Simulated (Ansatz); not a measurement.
**W(100) film of 4 layers: lattice stability ahead of a resistivity run**

Question: is the lattice of W(100) film of 4 layers stable, and if so, what are its coupling constant and resistivity?

Method: DFT PBEsol, scalar-relativistic, plane waves, PAW, in Ansatz 0.2.0.

This is a report of a sequence of runs, with most program output left out.

**1. The starting structure**

The cell holds 4 atoms: 4 W. Cell: a = 3.160 Å, b = 3.160 Å, c = 15.740 Å, α = 90.0°, β = 90.0°, γ = 90.0°. It derives from W. Vacuum lies along c.

**2. Rough relaxation**

Large forces or a large pressure at the start call for a first relaxation with loose thresholds.

input.yaml

```yaml
crystal:
  lattice:
    - [3.16, 0.0, 0.0]
    - [0.0, 3.16, 0.0]
    - [0.0, 0.0, 15.74]
  atoms:
    - { symbol: W, position: [0.0, 0.0, 0.34942821] }
    - { symbol: W, position: [0.5, 0.5, 0.4498094] }
    - { symbol: W, position: [0.0, 0.0, 0.5501906] }
    - { symbol: W, position: [0.5, 0.5, 0.65057179] }
  periodic: [true, true, false]
kpoints:
  mp_grid: { grid: [6, 6, 1] }
hamiltonian:
  xc: pbesol
scf:
  occupations: { method: gaussian, width: 0.1 }
output:
  forces: true
  stress: true
  eigenvalues: true
relax:
  adjacent_minimum: "off"
  f_tol: 0.05
  max_steps: 80
  cell: { stress_2d_tol: 0.02 }
```

Command:

```bash
> ansatz run input.yaml --threads 4 --pin off --max-ram 16384MiB --backend cpu --events-out ev --progress --plain --runs-dir out
```

It took 21 s on 4 threads of Arm Neoverse V1, shared host; peak memory 0.67 GiB; 80 s of CPU time.

Step by step:

```tsv
step	energy less that of the first step (eV)	largest force component (eV/Å)	volume (Å³)
1	0.0000	2.0514	332.32
2	-0.1979	1.9501	314.42
3	-0.5445	0.2436	317.60
4	-0.5648	0.2719	310.96
5	-0.5679	0.1231	311.45
6	-0.5697	0.0339	310.76
7	-0.5698	0.0013	310.86
8*	-0.5684	0.0017	310.86
```

Relaxation steps marked * repeat the geometry before them on a plane-wave basis chosen anew for their cell, so energy and pressure can jump there.

The run keeps the 16 symmetry operations that it works with, so distortions that break them were not tested.

```tsv
cell as run	before	after	change
a (Å)	3.160	3.056	-3.3 %
b (Å)	3.160	3.056	-3.3 %
```

The atoms that moved most (Å, along periodic axes as changes of fractional coordinates times the final cell, across vacuum about the mean position):

```tsv
atom	dx	dy	dz	length
W2	0.000	0.000	-0.058	0.058
W3	0.000	0.000	0.058	0.058
W1	0.000	0.000	0.040	0.040
W4	0.000	0.000	-0.040	0.040
```

Final coordinates:

```xyz
4
Lattice="3.0562 0.0000 0.0000 0.0000 3.0562 0.0000 0.0000 0.0000 33.2800" Properties=species:S:1:pos:R:3
W     0.0000    0.0000    5.5396
W     1.5281    1.5281    7.0215
W     0.0000    0.0000    8.7185
W     1.5281    1.5281   10.2004
```

Numbers from this step:

| Property | Result |
| --- | --- |
| metallic on mesh | yes |
| gap on the k-mesh | 0 eV |

The relaxation ends with a largest force component of 0.0017 eV/Å.

**3. Relaxing cell and atoms**

Lattice constant and positions set the bands and the force constants, so the cell is relaxed first.

input.yaml, the sections that differ from step 2:

```yaml
crystal:
  lattice:
    - [3.0562407456, 0.0, 0.0]
    - [0.0, 3.0562407456, 0.0]
    - [0.0, 0.0, 33.2799998984]
  atoms:
    - { symbol: W, position: [0.0, 0.0, 0.1664551874] }
    - { symbol: W, position: [0.5, 0.5, 0.210982668] }
    - { symbol: W, position: [0.0, 0.0, 0.2619740642] }
    - { symbol: W, position: [0.5, 0.5, 0.3065015448] }
  periodic: [true, true, false]
kpoints:
  mp_grid: { grid: [10, 10, 1] }
relax:
  adjacent_minimum: "off"
  f_tol: 0.005
  max_steps: 80
  cell: { stress_2d_tol: 0.02 }
# hamiltonian, scf, output: as in step 2
```

Wall time 27 s (4 threads); peak memory 0.74 GiB.

Step by step:

```tsv
step	energy less that of the first step (eV)	largest force component (eV/Å)	volume (Å³)
1	0.0000	0.3848	310.86
2	-0.0063	0.3050	316.98
3	-0.0138	0.0676	315.41
4	-0.0147	0.0413	314.80
5	-0.0148	0.0033	314.89
6	-0.0151	0.0033	314.89
```

The log counts 1 steps on a newly chosen plane-wave basis, not all of them marked here; energy and pressure can jump at such steps.

```tsv
cell as run	before	after	change
a (Å)	3.056	3.076	+0.6 %
b (Å)	3.056	3.076	+0.6 %
```

The atoms that moved most (Å, along periodic axes as changes of fractional coordinates times the final cell, across vacuum about the mean position):

```tsv
atom	dx	dy	dz	length
W4	0.000	0.000	-0.033	0.033
W1	0.000	0.000	0.033	0.033
W3	0.000	0.000	0.010	0.010
W2	0.000	0.000	-0.010	0.010
```

Final coordinates:

```cif
data_structure
_symmetry_space_group_name_H-M 'P 1'
_symmetry_Int_Tables_number 1
_cell_length_a 3.0760
_cell_length_b 3.0760
_cell_length_c 33.2800
_cell_angle_alpha 90.000
_cell_angle_beta 90.000
_cell_angle_gamma 90.000
_cell_volume 314.89
loop_
_atom_site_label
_atom_site_type_symbol
_atom_site_fract_x
_atom_site_fract_y
_atom_site_fract_z
_atom_site_occupancy
W1 W 0.00000 0.00000 0.16745 1
W2 W 0.50000 0.50000 0.21070 1
W3 W 0.00000 0.00000 0.26226 1
W4 W 0.50000 0.50000 0.30550 1
```

The relaxation ends with a largest force component of 0.0033 eV/Å.

**4. Tight relaxation**

Residual forces and stress shift phonon frequencies, so the cell is relaxed again, with tight thresholds and the mesh and smearing of this input.

input.yaml

```yaml
crystal:
  lattice:
    - [3.0759903455, 0.0, 0.0]
    - [0.0, 3.0759903455, 0.0]
    - [0.0, 0.0, 33.2799998984]
  atoms:
    - { symbol: W, position: [0.0, 0.0, 0.1674537195] }
    - { symbol: W, position: [0.5, 0.5, 0.2106952529] }
    - { symbol: W, position: [0.0, 0.0, 0.2622614793] }
    - { symbol: W, position: [0.5, 0.5, 0.3055030127] }
  periodic: [true, true, false]
kpoints:
  mp_grid: { grid: [10, 10, 1] }
hamiltonian:
  xc: pbesol
scf:
  occupations: { method: methfessel_paxton, width: 0.2 }
output:
  forces: true
  stress: true
  eigenvalues: true
  write_density: true
  write_potential: true
  elf: true
  volumetric_format: npy
relax:
  adjacent_minimum: "off"
  f_tol: 0.001
  max_steps: 60
  cell: { stress_2d_tol: 0.002 }
```

Wall time 32 s (4 threads); peak memory 0.75 GiB; 2 min of CPU time.

Little changed from the start: no atom moved by 0.005 Å and no cell edge by 0.1 %.

Electrostatic potential energy in the ca plane at fractional y = 0.000, with atoms of W within 0.2 Å of it. With pseudopotentials it is smooth inside the atoms' cores, unlike the true potential.

Ten even steps from '0' (-67 eV) to '9' (0 eV), each cell a mean:
```
99999999999984000379973000489999999999999999
99999999999987423689986324799999999999999999
99999999999998878899998778899999999999999999
99999999999999999999999999999999999999999999
99999999999999888999999888999999999999999999
99999999999998656799997656899999999999999999
99999999999985201489984102589999999999999999
99999999999974000279972000489999999999999999
```
Columns run along c (16.0 Å, from fractional 0.00 to 0.48 of the cell; values clipped at the 3rd and 97th percentile), rows up along a (3.1 Å). Atoms in or near the plane, at fractional coordinates: W at (0.17, 0.00), W at (0.26, 0.00).

Valence density in the ca plane at fractional y = 0.000, with atoms of W within 0.2 Å of it. It is the smooth field of the valence electrons, not physical close to the nuclei.

Ten steps, logarithmic in the rise over the least value, from '0' (0.0 e/Å³) to '9' (5.0 e/Å³), each cell a mean:
```
00000000000147999854458999743221000000000000
00000000000135788644446887643321100000000000
00000000000123455444444555443321100000000000
00000000000122344444444444443321100000000000
00000000000123344444444444443321100000000000
00000000000124676544445666543321100000000000
00000000000136999754447999643221100000000000
00000000000147999854458999743221000000000000
```
Columns run along c (16.0 Å, from fractional 0.00 to 0.48 of the cell), rows up along a (3.1 Å). Atoms in or near the plane, at fractional coordinates: W at (0.17, 0.00), W at (0.26, 0.00).

ELF in the ca plane at fractional y = 0.000, with atoms of W within 0.2 Å of it. It is the smooth field of the valence electrons, not physical close to the nuclei.

Ten even steps from '0' (0.00) to '9' (0.69), each cell a mean:
```
00000000001127958735428859625654322100000000
00000000011124887556635887456654322100000000
00000000012232233566654223566544321100000000
00000000112344456665566445665544321100000000
00000000112333334666565334666544321100000000
00000000012223454456643444467654321100000000
00000000011126999646537999546654322100000000
00000000001127816834428527625654332100000000
```
Columns run along c (16.0 Å, from fractional 0.00 to 0.48 of the cell), rows up along a (3.1 Å). Atoms in or near the plane, at fractional coordinates: W at (0.17, 0.00), W at (0.26, 0.00).

**5. Phonons by linear response: q 2×2×1, k 6×6×1**

Before any scattering is computed, the phonons show whether the structure is a minimum.

input.yaml

```yaml
crystal:
  lattice:
    - [3.0769732436, 0.0, 0.0]
    - [0.0, 3.0769732436, 0.0]
    - [0.0, 0.0, 33.2799998984]
  atoms:
    - { symbol: W, position: [0.0, 0.0, 0.1675064206] }
    - { symbol: W, position: [0.5, 0.5, 0.2106867909] }
    - { symbol: W, position: [0.0, 0.0, 0.2622699413] }
    - { symbol: W, position: [0.5, 0.5, 0.3054503116] }
  periodic: [true, true, false]
kpoints:
  mp_grid: { grid: [6, 6, 1] }
hamiltonian:
  xc: pbesol
scf:
  occupations: { method: methfessel_paxton, width: 0.2 }
output:
  eigenvalues: true
phonons:
  method: dfpt
  qmesh: [2, 2, 1]
  temperatures: { t_max: 1000, t_step: 50 }
  qpath:
    path: [[0.0, 0.0, 0.0], [0.0, 0.5, 0.0], [0.5, 0.5, 0.0], [0.0, 0.0, 0.0]]
    npoints: 10
```

The job ended after 2.8 min (4 threads; peak memory 1.2 GiB).

Numbers from this step:

```
share of imaginary modes in the plain interpolation between solved wavevectors : 0.0739
highest frequency, solved or plainly interpolated                              : 205.4 cm⁻¹
```

Solved on the 2×2×1 mesh alone; all other wavevectors are interpolated. Phonon branches along the path, in cm⁻¹:

```tsv
point	branch 1	branch 2	branch 3	branch 4	branch 9	branch 10	branch 11	branch 12
Γ	0	0	0	61	135	135	190	195
halfway	-49	47	53	64	153	158	172	187
X	-20	-20	69	69	144	144	203	203
halfway	14	14	54	54	164	164	200	200
M	-41	-41	35	35	184	184	205	205
halfway	20	43	52	60	160	173	178	180
Γ	0	0	0	61	135	135	190	195
```

Lowest modes at the softest wavevector of the mesh. Modes at q = (0.500, 0.500, 0.000) (negative means imaginary):

```tsv
mode	frequency (cm⁻¹)
1	-41.4
2	-41.4
3	35.3
4	35.3
5	139.4
6	139.4
```

Displacements in mode 1 (-41.4 cm⁻¹), the largest set to 1, in the home cell:
```
W1  0.07 1.00 0.00
W2  0.20 0.01 0.00
W3  0.01 0.20 0.00
W4  1.00 0.07 0.00
```

Displacements in mode 5 (139.4 cm⁻¹), the largest set to 1, in the home cell (x, y, z of the real part, then of the imaginary part):
```
W1   0.00  0.00 -0.61  0.00  0.00 -0.14
W2   0.00  0.00 -0.03  0.00  0.00  0.00
W3   0.00  0.00 -0.02  0.00  0.00  0.00
W4   0.00  0.00 -1.00  0.00  0.00  0.09
```

Among the solved wavevectors the lowest mode, translations apart, is -41.4 cm⁻¹, imaginary.

**6. Phonons: q 2×2×1, k 8×8×1**

An imaginary mode on so few k-points may come from the sampling, so the phonons are repeated with another k mesh.

Changes to input.yaml since step 5:

```diff
@@ -12,3 +12,3 @@
 kpoints:
-  mp_grid: { grid: [6, 6, 1] }
+  mp_grid: { grid: [8, 8, 1] }
 hamiltonian:
```

The mesh is denser.

Run time: 4.2 min. Hardware: 4 threads; peak memory 1.3 GiB; 16 min of CPU time.

Numbers from this step:

```
share of imaginary modes in the plain interpolation between solved wavevectors : 0.1256
highest frequency, solved or plainly interpolated                              : 206.6 cm⁻¹
```

Solved on the 2×2×1 mesh alone; all other wavevectors are interpolated. The phonon branches at the labelled points (cm⁻¹):

```tsv
point	branch 1	branch 2	branch 3	branch 4	branch 9	branch 10	branch 11	branch 12
Γ	0	0	0	66	130	130	168	198
halfway	-5	35	62	63	149	161	164	190
X	46	46	50	50	153	153	206	206
halfway	-68	-68	29	29	164	164	200	200
M	-107	-107	-54	-54	174	174	201	201
halfway	-38	-37	42	61	157	170	178	182
Γ	0	0	0	66	130	130	168	198
```

Lowest modes at the softest wavevector of the mesh. Modes at q = (0.500, 0.500, 0.000) (negative means imaginary):

```tsv
mode	frequency (cm⁻¹)
1	-106.9
2	-106.9
3	-54.4
4	-54.4
5	114.3
6	114.3
```

Displacements in mode 1 (-106.9 cm⁻¹), the largest set to 1, in the home cell:
```
W1  1.00 0.00 0.00
W2  0.00 0.20 0.00
W3  0.20 0.00 0.00
W4  0.00 1.00 0.00
```

Displacements in mode 3 (-54.4 cm⁻¹), the largest set to 1, in the home cell:
```
W1   0.71  1.00  0.00
W2   0.11  0.08  0.00
W3  -0.08 -0.11  0.00
W4  -1.00 -0.71  0.00
```

The modes, W has structure finer than the step of the table below, so its rows give means over 10 cm⁻¹, whole bins alone (the curve runs from -116 to 223 cm⁻¹). Peaks (cm⁻¹: height): -15.9: 0.0335, 54.4: 0.0753, 86.4: 0.124, 133.2: 0.0789, 156.7: 0.114, 197.2: 0.0948.

Phonopy on the run's constants, 19x19x1 mesh, Gaussian sigma 2.4 cm⁻¹. Table of modes, W by wavenumber; means over each step:

wavenumber (cm⁻¹), modes, W (1/cm⁻¹/cell) and a bar:
```
     -110      0.002 
     -100      0.010 ##
      -90      0.010 ##
      -80      0.010 ##
      -70      0.012 ###
      -60      0.010 ##
      -50      0.019 #####
      -40      0.016 ####
      -30      0.021 #####
      -20      0.024 ######
      -10      0.014 ###
        0      0.003 
       10      0.010 ##
       20      0.029 #######
       30      0.037 ##########
       40      0.039 ##########
       50      0.056 ###############
       60      0.056 ###############
       70      0.029 ########
       80      0.050 #############
       90      0.091 #########################
      100      0.043 ###########
      110      0.033 #########
      120      0.022 ######
      130      0.055 ###############
      140      0.067 ##################
      150      0.072 ####################
      160      0.109 ##############################
      170      0.068 ##################
      180      0.033 #########
      190      0.060 ################
      200      0.076 #####################
      210      0.010 ##
```

No LO-TO term; unit eigenvectors of the mass-weighted matrix. Modes at Γ:

```tsv
mode	frequency (cm⁻¹)	symmetry
1	0.0	unnamed
2	0.0	unnamed
3	0.0	unnamed
4	66.4	Eg
5	66.4	Eg
6	88.2	Eu
7	88.2	Eu
8	112.3	A1g
9	130.2	Eg
10	130.2	Eg
11	168.2	A1g
12	198.1	A2u
```

Displacements in mode 4 (66.4 cm⁻¹), the largest set to 1:
```
W1  -0.10 -1.00  0.00
W2  -0.04 -0.37  0.00
W3   0.04  0.37  0.00
W4   0.10  1.00  0.00
```

Displacements in mode 6 (88.2 cm⁻¹), the largest set to 1:
```
W1   1.00  0.75  0.00
W2  -1.00 -0.75  0.00
W3  -1.00 -0.75  0.00
W4   1.00  0.75  0.00
```

Among the solved wavevectors the lowest mode, translations apart, is -107 cm⁻¹, imaginary.

**7. Results**

| Item | Value |
| --- | --- |
| phonon run of the rows without a label of their own | PBEsol, q 2×2×1, k 8×8×1 |
| softest mode on the q mesh | -107 cm⁻¹ at q = (0.5, 0.5, 0) |
| highest frequency, solved or plainly interpolated | 207 cm⁻¹ |

What this shows: The lattice is dynamically unstable at this level: a mode at q = (0.5, 0.5, 0) is imaginary, 107i cm⁻¹, so no harmonic coupling constant or resistivity is defined for this structure. These meshes are coarse, and single modes of a metal can move by tens of cm⁻¹ with the k mesh. Spin–orbit coupling, left out here, matters for W. The structure was built by hand as an ordered model, and its stability against other phases was not tested.

[Logs are printed without paths, hosts, clocks, repeated set-up lines and the standing remarks that a program may print on its own settings, such as how far it seeks lower states.]

[Hosts, paths, dates, database ids (printed as entryN), source tags and the programs' standing remarks are cut or masked in the printed files.]
